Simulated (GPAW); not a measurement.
**How the form of the self-energy moves the gap of TiNCl (Pmmn)**

How much does the gap of TiNCl (Pmmn) depend on the approximation to the self-energy?

Main program and level: GPAW 26.7.0; LDA and many-body steps on it, plane waves.

## 1. Starting point

The structure is orthorhombic, space group Pmmn (No. 59). Conventional cell: a = 3.258 Å, b = 3.937 Å, c = 7.803 Å, α = 90.00°, β = 90.00°, γ = 90.00°. Nearest to Ti lie 4 N at 2.01 Å and 2 Cl at 2.42 Å. Nearest to N lie 4 Ti at 2.01 Å. Cl has 2 Ti at 2.42 Å nearest. Farther neighbours and most contacts between anions are not listed.

As a file:

```cif
data_structure
_symmetry_space_group_name_H-M 'P 1'
_symmetry_Int_Tables_number 1
_cell_length_a 3.2580
_cell_length_b 3.9370
_cell_length_c 7.8030
_cell_angle_alpha 90.000
_cell_angle_beta 90.000
_cell_angle_gamma 90.000
_cell_volume 100.09
loop_
_atom_site_label
_atom_site_type_symbol
_atom_site_fract_x
_atom_site_fract_y
_atom_site_fract_z
_atom_site_occupancy
Ti1 Ti 0.00000 0.50000 0.10000 1
Ti2 Ti 0.50000 0.00000 0.90000 1
N3 N 0.50000 0.50000 0.95000 1
N4 N 0.00000 0.00000 0.05000 1
Cl5 Cl 0.50000 0.50000 0.33000 1
Cl6 Cl 0.00000 0.00000 0.67000 1
```

The cell and positions come from the Crystallography Open Database and are kept as given unless a step says otherwise.

## 2. Empty states on the mesh, 4×4×2 mesh, 652 bands

This step: GPAW 26.7.0; DFT, LDA, plane waves, PAW.

The sums over transitions need many empty states on a uniform mesh; this step solves for them.

run.py

```python
import json
import numpy as np
from gpaw.mpi import world
from gpaw import GPAW

calc = GPAW('gs.gpw').fixed_density(kpts={'size': (4, 4, 2), 'gamma': True},
    parallel={'domain': 1, 'band': 1},
    txt='nscf.txt')
calc.diagonalize_full_hamiltonian(nbands=652)
calc.write('full.gpw', mode='all')
res = {}
kpts = calc.get_ibz_k_points()
res['kpts'] = kpts
res['eigenvalues'] = [calc.get_eigenvalues(kpt=k) for k in range(len(kpts))]
res['n_electrons'] = calc.get_number_of_electrons()

if world.rank == 0:
    with open('result.json', 'w') as f:
        json.dump(res, f, default=lambda x: x.tolist())
```

The run is started by

```sh
mpirun -n 8 gpaw python run.py
```

Numbers of over 12 decimals in the logs are rounded to 6 here.

What it wrote:

```text
Diagonalizing LCAO Hamiltonian
Converting LCAO to pw mode
convergence criteria:
- Maximum integral of absolute [eigenst]ate change: 4e-08 eV^2 / valence electron
maximum number of iterations: 100

SCF iterations
|iter     |     time |      energy | eigst |  dens |
|iter:   1|  |             | -0.00 |       |
|iter:   2|  |             | -1.44 |       |
|iter:   3|  |             | -2.61 |       |
[...]
|iter:  10|  |             | -6.96 |       |
|iter:  11|  |             | -7.35 |       |
|iter:  12|  |             | -7.74c|       |
SCF steps: 12
  __  _  _
 | _ |_)|_||  |
 |__||  | ||/\| - 26.7.0

Input parameters:
  mode=PW(ecut=600.0),
  convergence={'density': 1e-06, 'bands': -3},
  gpts=array([20, 24, 45]),
  kpts=MonkhorstPack(size=(4, 4, 2), gamma=True),
  maxiter=100,
  nbands=33,
  occupations=Occupations(name='fermi-dirac', width=0.001, fixmagmom=False),
  parallel={'domain': 1, 'band': 1},
  xc=XC(name='LDA')
Matrix size: 3365x3365
# Writing to full.gpw (mode='all')
  [... matrices ...]

timing:  # [seconds]
  Total: 122.590  # ━━━━━━━━━━━━━━━━━━━━━━━━━━━━━━━━━━━━━━━━━━━━━━━━━━━━━━━━━
```

Wall time 2.2 min (8 MPI ranks of Arm Neoverse V1, shared host); peak memory 9.1 GiB.

Numbers from this step:

```
gap                                                           : 0.5299 eV
k of the valence top                                          : 0, 0, 0.5
k of the conduction bottom                                    : 0, 0, 0
least direct gap                                              : 0.5301 eV
k points computed                                             : 18
lowest point of the top converged band, above the valence top : 184.4512 eV
```

On this mesh the gap is 0.530 eV.

## 3. G0W0, Godby-Needs plasmon pole

Now the one-shot GW correction: screening in the RPA, then the self-energy of the levels asked for.

This step: G0W0 on LDA, plane waves, PAW.

run.py

```python
import json
import numpy as np
from gpaw.mpi import world
from gpaw.response.g0w0 import G0W0

gw = G0W0('full.gpw',
    filename='gw',
    kpts=[0, 1],
    bands=(22, 26),
    ecut=120,
    nbands=298,
    integrate_gamma='WS',
    ppa=True)
gw.calculate()
res = {mode: {k: v for k, v in r.items() if k != 'sigma_eskwn'}
       for mode, r in gw.all_results.items()}

if world.rank == 0:
    with open('result.json', 'w') as f:
        json.dump(res, f, default=lambda x: x.tolist())
```

The run is started by

```sh
mpirun -n 8 gpaw python run.py
```

What it wrote:

```text
Using integrator: PointIntegrator
FrequencyGridDescriptor(from 0.000+0.000j to 0.000+27.211j eV, 2 points)
Nonperiodic BCs:  [False False False]
Using integrator: PointIntegrator
FrequencyGridDescriptor(from 0.000+0.000j to 0.000+27.211j eV, 2 points)
Nonperiodic BCs:  [False False False]
  ___  _ _ _
 |   || | | |
 | | || | | |
 |__ ||_____|
 |___|

BZ k-points: Symmetries present (total): 4

  [... matrices ...]
32 k-points: 4 x 4 x 2 Monkhorst-Pack grid + [1/8,1/8,1/4]
18 k-points in the irreducible part of the Brillouin zone
       k-points in crystal coordinates                weights
   0:     0.00000000    0.00000000    0.00000000          1/32
   1:     0.00000000    0.00000000    0.50000000          1/32
   2:     0.00000000    0.25000000    0.00000000          2/32
   3:     0.00000000    0.25000000    0.50000000          2/32
   4:     0.00000000    0.50000000    0.00000000          1/32
   5:     0.00000000    0.50000000    0.50000000          1/32
   6:     0.25000000    0.00000000    0.00000000          2/32
   7:     0.25000000    0.00000000    0.50000000          2/32
   8:     0.25000000    0.25000000    0.00000000          4/32
   9:     0.25000000    0.25000000    0.50000000          4/32
          ...
  17:     0.50000000    0.50000000    0.50000000          1/32

Distributing spins, k-points and bands (1 x 2 x 4) over 8 processes
Number of blocks: 1

Quasi particle states:
k-points (IBZ indices): [0, 1]
Band range: (22, 26)
  [... matrices ...]
Computational parameters:
Plane wave cut-off: 120 eV
Number of bands: 298
Coulomb cutoff: None
Broadening: 0.1 eV

fxc modes: GW
Kernel: RPA
Using Godby-Needs plasmon-pole approximation:
  Fitting energy: i*E0, E0 = 1.000 Hartree
Summing all q:

Calculating screened Coulomb potential
No Coulomb truncation
FrequencyGridDescriptor(from 0.000+0.000j to 0.000+27.211j eV, 2 points)
Removing empty qpoint cache files...

Calculating chi0 body with:
    Ground state adapter containing:
    Number of spins: 1
    Number of kpoints: 32
    Number of irreducible kpoints: 18
    Number of completely occupied states: 24
    Number of partially occupied states: 24
    Occupied states memory: 7.91015625 M / cpu

    Linear response parametrization:
    q_c: [0.0, 0.0, 0.0]
    Number of frequency points: 2
    Planewave cutoff: 120.0
    Number of bands: 298
    Number of planewaves: 303
    Broadening (eta): 1e-06
    comm.size: 8
    kncomm.size: 8
    blockcomm.size: 1

    Memory estimate of potentially large arrays:
        chi0_wGG: 2.801788 M / cpu
Integrating chi0 body.

Symmetries of q_c:
    Direct symmetries (Uq -> q): 4
    Indirect symmetries (TUq -> q): 4
In total 8 allowed symmetries.

  [... matrices ...]
18 groups of equivalent kpoints. 43.75% reduction.

Integral kind: response function
Integrating chi0 head and wings.

Symmetries of q_c:
    Direct symmetries (Uq -> q): 4
    Indirect symmetries (TUq -> q): 4
In total 8 allowed symmetries.

  [... matrices ...]
18 groups of equivalent kpoints. 43.75% reduction.

Integral kind: response function wings

Calculating chi0 body with:
    Ground state adapter containing:
    Number of spins: 1
    Number of kpoints: 32
    Number of irreducible kpoints: 18
    Number of completely occupied states: 24
    Number of partially occupied states: 24
    Occupied states memory: 7.91015625 M / cpu

    Linear response parametrization:
[... the further q-points ...]

Results:
f:      Occupation numbers
eps:     KS-eigenvalues [eV]
vxc:     KS vxc [eV]
exx:     Exact exchange [eV]
sigma:   Self-energies [eV]
dsigma:  Self-energy derivatives
Z:       Renormalization factors
qp:      QP-energies [eV]

k-point 0 (0): (0.000, 0.000, 0.000)                GW
band       f     eps     vxc     exx   sigma  dsigma       Z      qp
                                                                   GW
  22   1.000   3.313 -18.718 -21.320   2.473  -0.304   0.767   3.214
  23   1.000   4.164 -19.729 -21.410   2.194  -0.326   0.754   4.550
  24   0.000   4.696 -20.936 -13.276  -5.536  -0.325   0.755   6.299
  25   0.000   5.796 -21.902 -13.469  -6.142  -0.352   0.740   7.491

k-point 1 (1): (0.000, 0.000, 0.500)                GW
band       f     eps     vxc     exx   sigma  dsigma       Z      qp
                                                                   GW
  22   1.000   3.194 -18.610 -21.183   2.480  -0.306   0.766   3.123
  23   1.000   4.167 -19.732 -21.399   2.181  -0.326   0.754   4.554
  24   0.000   4.697 -20.937 -13.276  -5.537  -0.325   0.755   6.299
  25   0.000   5.785 -21.816 -13.427  -6.111  -0.351   0.740   7.472
```

The job ended after 3.2 min (8 MPI ranks; peak memory 4.2 GiB).

Numbers from this step:

```
G0W0 gap on the points computed              : 1.744 eV
least direct G0W0 gap on the computed points : 1.745 eV
Z at the valence top                         : 0.7543
Z at the conduction bottom                   : 0.7545
starting gap on the mesh                     : 0.5299 eV
k of the valence top                         : 0, 0, 0.5
k of the conduction bottom                   : 0, 0, 0
```

The gap on the mesh goes from 0.53 eV to 1.74 eV, a correction of +1.21 eV.

## 4. One-shot HSE06

This step: one-shot HSE06 levels on LDA orbitals, plane waves, PAW.

run.py

```python
import json
import numpy as np
from gpaw.mpi import world
from gpaw.hybrids.eigenvalues import non_self_consistent_eigenvalues

dft, vxc, vxc_hyb = non_self_consistent_eigenvalues('full.gpw', 'HSE06', 22, 26, kpt_indices=[0, 1])
res = {'dft': dft[0], 'hybrid': (dft - vxc + vxc_hyb)[0]}
if world.rank == 0:
    with open('hybrid.txt', 'w') as f:
        for k, e0, e1 in zip([0, 1], res['dft'], res['hybrid']):
            print(k, ' '.join(f'{x:9.4f}' for x in e0), '|', ' '.join(f'{x:9.4f}' for x in e1), file=f)

if world.rank == 0:
    with open('result.json', 'w') as f:
        json.dump(res, f, default=lambda x: x.tolist())
```

The run is started by

```sh
mpirun -n 8 gpaw python run.py
```

What it wrote:

```text
IBZ(<points: 18, symmetries: 4>)
Occupied bands: 24
Transforming wave functions from IBZ to BZ: 0.032 seconds
Distributing wave functions and iFFT-ing to real space: 0.115 seconds
Calculating eigenvalues:
  k-points: 2
  Bands: 22-25 (inclusive)
  Seconds: 0.632 (wave-function broadcasting: 0.016 seconds)
HSE06-eigenvalue shifts:
  min: -0.552 eV
  ave: 0.562 eV
  max: 1.623 eV
```

Wall time 3.6 s (8 MPI ranks); peak memory 0.9 GiB.

Numbers from this step:

- starting gap on the mesh: 0.5299 eV
- hybrid gap on the mesh: 2.328 eV
- least direct hybrid gap on the computed points: 2.328 eV

## 5. G0W0, extrapolated in the cutoff

This step: G0W0 on LDA, plane waves, PAW.

run.py

```python
import json
import numpy as np
from gpaw.mpi import world
from gpaw.response.g0w0 import G0W0

gw = G0W0('full.gpw',
    filename='gw',
    kpts=[0, 1],
    bands=(22, 26),
    ecut=200.0,
    integrate_gamma='WS',
    ppa=True,
    ecut_extrapolation=True)
gw.calculate()
res = {mode: {k: v for k, v in r.items() if k != 'sigma_eskwn'}
       for mode, r in gw.all_results.items()}

if world.rank == 0:
    with open('result.json', 'w') as f:
        json.dump(res, f, default=lambda x: x.tolist())
```

The run is started by

```sh
mpirun -n 8 gpaw python run.py
```

What it wrote:

```text
Using integrator: PointIntegrator
FrequencyGridDescriptor(from 0.000+0.000j to 0.000+27.211j eV, 2 points)
Nonperiodic BCs:  [False False False]
Using integrator: PointIntegrator
FrequencyGridDescriptor(from 0.000+0.000j to 0.000+27.211j eV, 2 points)
Nonperiodic BCs:  [False False False]
  ___  _ _ _
 |   || | | |
 | | || | | |
 |__ ||_____|
 |___|

BZ k-points: Symmetries present (total): 4

  [... matrices ...]
32 k-points: 4 x 4 x 2 Monkhorst-Pack grid + [1/8,1/8,1/4]
18 k-points in the irreducible part of the Brillouin zone
       k-points in crystal coordinates                weights
   0:     0.00000000    0.00000000    0.00000000          1/32
   1:     0.00000000    0.00000000    0.50000000          1/32
   2:     0.00000000    0.25000000    0.00000000          2/32
[...]
9:     0.25000000    0.25000000    0.50000000          4/32
          ...
  17:     0.50000000    0.50000000    0.50000000          1/32

Distributing spins, k-points and bands (1 x 2 x 4) over 8 processes
Number of blocks: 1

Quasi particle states:
k-points (IBZ indices): [0, 1]
Band range: (22, 26)
  [... matrices ...]
Computational parameters:
Extrapolating to infinite plane wave cut-off using points at:
  172.355 eV
  184.896 eV
  200.000 eV
Number of bands: 642
Coulomb cutoff: None
Broadening: 0.1 eV

fxc modes: GW
Kernel: RPA
Using Godby-Needs plasmon-pole approximation:
  Fitting energy: i*E0, E0 = 1.000 Hartree
Summing all q:

Calculating screened Coulomb potential
No Coulomb truncation
FrequencyGridDescriptor(from 0.000+0.000j to 0.000+27.211j eV, 2 points)
Removing empty qpoint cache files...

Calculating chi0 body with:
    Ground state adapter containing:
    Number of spins: 1
    Number of kpoints: 32
    Number of irreducible kpoints: 18
[...]
chi0_wGG: 12.617462 M / cpu
Integrating chi0 body.

Symmetries of q_c:
    Direct symmetries (Uq -> q): 4
    Indirect symmetries (TUq -> q): 4
In total 8 allowed symmetries.

  [... matrices ...]
18 groups of equivalent kpoints. 43.75% reduction.

Integral kind: response function
Integrating chi0 head and wings.

Symmetries of q_c:
    Direct symmetries (Uq -> q): 4
    Indirect symmetries (TUq -> q): 4
In total 8 allowed symmetries.

  [... matrices ...]
18 groups of equivalent kpoints. 43.75% reduction.

Integral kind: response function wings

Calculating chi0 body with:
    Ground state adapter containing:
    Number of spins: 1
    Number of kpoints: 32
    Number of irreducible kpoints: 18
    Number of completely occupied states: 24
    Number of partially occupied states: 24
    Occupied states memory: 7.91015625 M / cpu

    Linear response parametrization:
[... the further q-points ...]
Extrapolating selfenergy to infinite energy cutoff:
  Performing linear fit to 3 points
  Warning: Bad quality of linear fit for some (n,k).
           Higher cutoff might be necessary.
  Minimum R^2 = 0.6961. (R^2 Should be close to 1)
  [... matrices ...]
Results:
f:      Occupation numbers
eps:     KS-eigenvalues [eV]
vxc:     KS vxc [eV]
exx:     Exact exchange [eV]
sigma:   Self-energies [eV]
dsigma:  Self-energy derivatives
Z:       Renormalization factors
qp:      QP-energies [eV]

k-point 0 (0): (0.000, 0.000, 0.000)                GW
band       f     eps     vxc     exx   sigma  dsigma       Z      qp
                                                                   GW
  22   1.000   3.313 -18.718 -21.320   1.919  -0.314   0.761   2.793
  23   1.000   4.164 -19.729 -21.410   1.566  -0.339   0.747   4.077
  24   0.000   4.696 -20.936 -13.276  -5.735  -0.334   0.750   6.140
[...]
k-point 1 (1): (0.000, 0.000, 0.500)                GW
band       f     eps     vxc     exx   sigma  dsigma       Z      qp
                                                                   GW
[...]
24   0.000   4.697 -20.937 -13.276  -5.736  -0.334   0.750   6.140
  25   0.000   5.785 -21.816 -13.427  -6.354  -0.361   0.735   7.280
```

Wall time 29 min (8 MPI ranks); peak memory 6.8 GiB.

Numbers from this step:

| Property | Result |
| --- | --- |
| quasiparticle gap on the points computed | 2.058 eV |
| least direct quasiparticle gap on the computed points | 2.058 eV |
| Z at the valence top | 0.7466 |
| Z at the conduction bottom | 0.7498 |
| starting gap on the mesh | 0.5299 eV |
| k of the valence top | 0, 0, 0.5 |
| k of the conduction bottom | 0, 0, 0 |
| gaps at the cutoffs of the extrapolation | 1.866, 1.885, 1.904 eV |

Against G0W0 in GPAW (4×4×2 mesh, 298 bands, screening to 120 eV, Godby-Needs plasmon pole), the gap moves by +0.313 eV.

## 6. One-shot PBE0

This step: one-shot PBE0 levels on LDA orbitals, plane waves, PAW.

run.py

```python
import json
import numpy as np
from gpaw.mpi import world
from gpaw.hybrids.eigenvalues import non_self_consistent_eigenvalues

dft, vxc, vxc_hyb = non_self_consistent_eigenvalues('full.gpw', 'PBE0', 22, 26, kpt_indices=[0, 1])
res = {'dft': dft[0], 'hybrid': (dft - vxc + vxc_hyb)[0]}
if world.rank == 0:
    with open('hybrid.txt', 'w') as f:
        for k, e0, e1 in zip([0, 1], res['dft'], res['hybrid']):
            print(k, ' '.join(f'{x:9.4f}' for x in e0), '|', ' '.join(f'{x:9.4f}' for x in e1), file=f)

if world.rank == 0:
    with open('result.json', 'w') as f:
        json.dump(res, f, default=lambda x: x.tolist())
```

The run is started by

```sh
mpirun -n 8 gpaw python run.py
```

What it wrote:

```text
IBZ(<points: 18, symmetries: 4>)
Occupied bands: 24
Transforming wave functions from IBZ to BZ: 0.036 seconds
Distributing wave functions and iFFT-ing to real space: 0.116 seconds
Calculating eigenvalues:
  k-points: 2
  Bands: 22-25 (inclusive)
  Seconds: 0.801 (wave-function broadcasting: 0.017 seconds)
HSE06-eigenvalue shifts:
  min: -0.905 eV
  ave: 0.565 eV
  max: 1.990 eV
```

It took 3.9 s on 8 MPI ranks; peak memory 0.86 GiB.

Numbers from this step:

| Property | Result |
| --- | --- |
| starting gap on the mesh | 0.5299 eV |
| hybrid gap on the mesh | 2.965 eV |
| least direct hybrid gap on the computed points | 2.966 eV |

## 7. G0W0, full frequency, Hilbert transform

This step: G0W0 on LDA, plane waves, PAW.

run.py

```python
import json
import numpy as np
from gpaw.mpi import world
from gpaw.response.g0w0 import G0W0

gw = G0W0('full.gpw',
    filename='gw',
    kpts=[0, 1],
    bands=(22, 26),
    ecut=120,
    nbands=298,
    integrate_gamma='WS',
    frequencies={'type': 'nonlinear', 'domega0': 0.1, 'omega2': 15.0},
    eta=0.1,
    nblocksmax=True)
gw.calculate()
res = {mode: {k: v for k, v in r.items() if k != 'sigma_eskwn'}
       for mode, r in gw.all_results.items()}

if world.rank == 0:
    with open('result.json', 'w') as f:
        json.dump(res, f, default=lambda x: x.tolist())
```

The run is started by

```sh
mpirun -n 8 gpaw python run.py
```

What it wrote:

```text
Using integrator: PointIntegrator
NonLinearFrequencyDescriptor(from 0.000 to 165.131 eV, 298 points)
Nonperiodic BCs:  [False False False]
Using integrator: PointIntegrator
NonLinearFrequencyDescriptor(from 0.000 to 165.131 eV, 298 points)
Nonperiodic BCs:  [False False False]
  ___  _ _ _
 |   || | | |
 | | || | | |
 |__ ||_____|
 |___|

BZ k-points: Symmetries present (total): 4

  [... matrices ...]
32 k-points: 4 x 4 x 2 Monkhorst-Pack grid + [1/8,1/8,1/4]
18 k-points in the irreducible part of the Brillouin zone
       k-points in crystal coordinates                weights
[...]
GW
  22   1.000   3.313 -18.718 -21.320   2.391  -0.445   0.692   3.167
  23   1.000   4.164 -19.729 -21.410   2.087  -0.456   0.687   4.442
  24   0.000   4.696 -20.936 -13.276  -5.533  -0.493   0.670   6.121
[...]
k-point 1 (1): (0.000, 0.000, 0.500)                GW
band       f     eps     vxc     exx   sigma  dsigma       Z      qp
                                                                   GW
[...]
24   0.000   4.697 -20.937 -13.276  -5.535  -0.493   0.670   6.121
  25   0.000   5.785 -21.816 -13.427  -6.161  -0.553   0.644   7.219
```

It took 10 min on 8 MPI ranks; peak memory 4.8 GiB; 81 min of CPU time.

This step gave:

* G0W0 gap on the points computed: 1.674 eV
* least direct G0W0 gap on the computed points: 1.674 eV
* starting gap on the mesh: 0.5299 eV
* k of the valence top: 0, 0, 0.5
* k of the conduction bottom: 0, 0, 0

Against G0W0 in GPAW (4×4×2 mesh, 298 bands, screening to 120 eV, Godby-Needs plasmon pole), the gap moves by −0.070 eV.

## 8. The runs together

Times are wall times on 8 MPI ranks of Arm Neoverse V1, shared host, good to a factor of about two.

| run | mesh | bands | screening cutoff (eV) | DFT gap (eV) | gap on the mesh (eV) | direct (eV) | time |
| --- | --- | --- | --- | --- | --- | --- | --- |
| G0W0, Godby-Needs plasmon pole | 4×4×2 | 298 | 120 | 0.530 | 1.744 | 1.745 | 3.2 min |
| one-shot HSE06 | 4×4×2 | - | - | 0.530 | 2.328 | 2.328 | 3.6 s |
| G0W0, extrapolated in the cutoff | 4×4×2 | - | 200 | 0.530 | 2.058 | 2.058 | 29 min |
| one-shot PBE0 | 4×4×2 | - | - | 0.530 | 2.965 | 2.966 | 3.9 s |
| G0W0, full frequency, Hilbert transform | 4×4×2 | 298 | 120 | 0.530 | 1.674 | 1.674 | 10 min |

## 9. Results

| Item | Value |
| --- | --- |
| G0W0, Godby-Needs plasmon pole | 1.744 eV |
| one-shot HSE06 | 2.328 eV |
| G0W0, extrapolated in the cutoff | 2.058 eV |
| one-shot PBE0 | 2.965 eV |
| G0W0, full frequency, Hilbert transform | 1.674 eV |
| known limits | not at the basis limit; coarse k mesh |

One-shot HSE06: +0.583 eV against G0W0, Godby-Needs plasmon pole. G0W0, extrapolated in the cutoff: +0.313 eV against G0W0, Godby-Needs plasmon pole, at other bands or cutoff, so not like for like. One-shot PBE0: +1.221 eV against G0W0, Godby-Needs plasmon pole. G0W0, full frequency, Hilbert transform: −0.070 eV against G0W0, Godby-Needs plasmon pole. One-shot hybrid levels are evaluated on the LDA orbitals. Bands and cutoff are finite, so the gap is not at the basis limit. The miss can reach some tenths of an eV and take either sign; the mesh is an error of its own. These stock PAW sets were not made for GW. In the G0W0 runs levels were corrected at 2 k points alone, so a gap called «on the mesh» is the least over those, and an edge elsewhere would be missed. The program warns of a poor linear fit in the extrapolation of some level, so the extrapolated values are rough. The 4×4×2 mesh is coarse for this cell, which bears on the long-range parts of exchange and screening.

[Paths, hosts, dates, memory and timing lines, banners, echoed tables and standing remarks are left out of the program output.]

[Logs are printed without paths, hosts, clocks, repeated set-up lines and the standing remarks that a program may print on its own settings, such as how far it seeks lower states.]

[Runs of the session that timed out or met a known fault of the program may be left out.]

[Hosts, paths, dates, database ids (printed as entryN), source tags and the programs' standing remarks are cut or masked in the printed files.]
